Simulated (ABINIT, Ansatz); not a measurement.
## A GW run on PbO (P4/nmm) in ABINIT, with inputs changed

A base run on PbO (P4/nmm), then changed inputs.

Main program and level: ABINIT 10.8.3; PBE and many-body steps on it, plane waves.

This is a report of a sequence of runs, with most program output left out.

The database entry behind the starting cell differs from later determinations by our own check (c about 1 % long), so it need not match the best structure at ambient conditions.

### Step 1. Set-up

Symmetry: P4/nmm, No. 129, tetragonal system. Conventional cell: a = 3.960 Å, b = 3.960 Å, c = 5.070 Å, α = 90.00°, β = 90.00°, γ = 90.00°. Nearest to Pb lie 4 O at 2.32 Å. O has 4 Pb at 2.32 Å nearest. Farther neighbours and most contacts between anions are not listed.

 The runs that relaxed it are not among those shown. Spin-orbit coupling is left out unless a step names it.

### Step 2. Screening, 4×4×4 mesh, 177 bands, screening to 141.5 eV

This step: ABINIT 10.8.3; RPA screening on PBE, plane waves, norm-conserving pseudopotentials.

The RPA dielectric matrix is built and inverted for each q.

File run.abi:

```
acell 3*1.0 Angstrom
rprim 
  3.960000000000 0.000000000000 0.000000000000
  0.000000000000 3.960000000000 0.000000000000
  0.000000000000 0.000000000000 5.070000000000
ntypat 2
znucl 82 8
natom 4
typat 1 1 2 2
xred 
  0.000000000000 0.500000000000 0.238990104020
  0.500000000000 0.000000000000 0.761009895980
  0.000000000000 0.000000000000 0.000000000000
  0.500000000000 0.500000000000 0.000000000000
pp_dirpath "pseudos"
pseudos "Pb.upf, O.upf"
ecut 42
ngkpt 4 4 4
nshiftk 1
shiftk 0 0 0
kptopt 1
chksymbreak 0
istwfk *1
occopt 1
irdwfk 1
optdriver 3
nband 177
ecuteps 5.2
inclvkb 2
awtr 1
symchi 1
indata_prefix "in"
outdata_prefix "out"
tmpdata_prefix "tmp"
```

Started as:

```bash
OMP_NUM_THREADS=1 mpirun -n 16 abinit run.abi > log
```

Wall time 2.2 min (16 MPI ranks of Arm Neoverse V2, shared host); peak memory 8.8 GiB.

This step gave:

```
ε∞ with local fields, on this mesh, along the program's q direction : 6.278
the same without local fields                                       : 7.158
plasma frequency                                                    : 31.16 eV
plane waves in the screening matrix                                 : 293
```

Local fields lower ε∞ by 12 %. On a Γ-centred mesh this coarse the value itself is usually too large, while a short band sum pulls it down.

### Step 3. Base

The self-energy is evaluated for the states that the input lists, and the levels follow from it, in one-shot runs by the linearised quasiparticle equation.

This step: G0W0 on PBE, plane waves, norm-conserving pseudopotentials.

run.abi: that of step 2 with these lines changed.

```diff
@@ -25,8 +25,17 @@
 irdwfk 1
-optdriver 3
+optdriver 4
 nband 177
+gwcalctyp 0
+ecutsigx 42
+symsigma 1
+nkptgw 2
+kptgw 
+  0.0000000000 0.0000000000 0.0000000000
+  0.5000000000 0.5000000000 0.0000000000
+bdgw 
+  26 30
+  27 30
 ecuteps 5.2
-inclvkb 2
-awtr 1
-symchi 1
+irdscr 1
+ppmodel 1
 indata_prefix "in"
```

Run time: 10 s. Hardware: 16 MPI ranks; peak memory 5.3 GiB; 2.7 min of CPU time.

This step gave:

- G0W0 gap on the points computed: 1.254 eV
- starting gap on the mesh: 1.126 eV
- k of the valence top: 0, 0, 0
- k of the conduction bottom: 0.5, 0.5, 0
- Z at the valence top: 0.792
- Z at the conduction bottom: 0.838
- least direct G0W0 gap on the computed points: 2.122 eV

The gap on the mesh goes from 1.13 eV to 1.25 eV, a correction of +0.13 eV.

### Step 4. Broadening of the poles

run.abi: that of step 3 with these lines changed.

```diff
@@ -40,2 +40,3 @@
 ppmodel 1
+zcut 0.01 eV
 indata_prefix "in"
```

The job ended after 10 s (16 MPI ranks; peak memory 5.3 GiB; 2.7 min of CPU time).

This step gave:

```
G0W0 gap on the points computed              : 1.254 eV
starting gap on the mesh                     : 1.126 eV
k of the valence top                         : 0, 0, 0
k of the conduction bottom                   : 0.5, 0.5, 0
Z at the valence top                         : 0.792
Z at the conduction bottom                   : 0.838
least direct G0W0 gap on the computed points : 2.122 eV
```

Against G0W0 in ABINIT (4×4×4 mesh, 177 bands, screening to 141.5 eV, Godby-Needs plasmon pole), the gap moves by +0.000 eV.

### Step 5. Screening cutoff above the file's

run.abi: that of step 4 with these lines changed.

```diff
@@ -37,6 +37,5 @@
   27 30
-ecuteps 5.2
+ecuteps 20.8
 irdscr 1
 ppmodel 1
-zcut 0.01 eV
 indata_prefix "in"
```

Elapsed: 10 s, on 16 MPI ranks; peak memory 5.3 GiB.

The run ended normally, though the input holds a fault or crude settings.

The fault put into this input: screening cutoff above the file's. It printed a gap of 1.25 eV, the value of the sound run: the program fell back on what its files hold, so an unchanged gap is no proof of convergence.

### Step 6. The runs together

Times are wall times on 16 MPI ranks of Arm Neoverse V2, shared host, good to a factor of about two. A run's time includes the screening step that it read.

```tsv
run	mesh	bands	screening cutoff (eV)	DFT gap (eV)	gap on the mesh (eV)	direct (eV)	ε∞ used	time
base	4×4×4	177	141.5	1.126	1.254	2.122	6.28	2.4 min
broadening of the poles	4×4×4	177	141.5	1.126	1.254	2.122	6.28	2.4 min
```

### Step 7. Summary of results

| Item | Value |
| --- | --- |
| base | 1.254 eV |
| broadening of the poles | 1.254 eV |
| known limits | not at the basis limit; no spin-orbit coupling; coarse k mesh |

In words: Broadening of the poles: no change against base (keys changed: zcut). Bands and cutoff are finite, so the gap is not at the basis limit. The miss can reach some tenths of an eV and take either sign; the mesh is an error of its own. In the G0W0 runs levels were corrected at 2 k points alone, so a gap called «on the mesh» is the least over those, and an edge elsewhere would be missed. The 4×4×4 mesh is coarse for this cell, which bears on the long-range parts of exchange and screening. Where an edge is built on 6p states of lead, bismuth or thallium, scalar-relativistic gaps usually stand too wide, by a few tenths to over one eV. The many-body steps are scalar-relativistic: spin-orbit coupling is not in them.

[Paths, hosts, dates, memory and timing lines, banners, echoed tables and standing remarks are left out of the program output.]

[Logs are printed without paths, hosts, clocks, repeated set-up lines and the standing remarks that a program may print on its own settings, such as how far it seeks lower states.]

[Runs of the session that timed out or met a known fault of the program may be left out.]

[Hosts, paths, dates, database ids (printed as entryN), source tags and the programs' standing remarks are cut or masked in the printed files.]

[G0W0 gaps are taken among the corrected bands and points alone; a level outside them can change the order at an edge.]

[Where Ansatz stands beside ABINIT at settings called matched, ABINIT's density can come from a denser mesh and the files from another edition; pairs whose starting gaps differed by over 0.03 eV were left out, so agreement reads better than it is.]
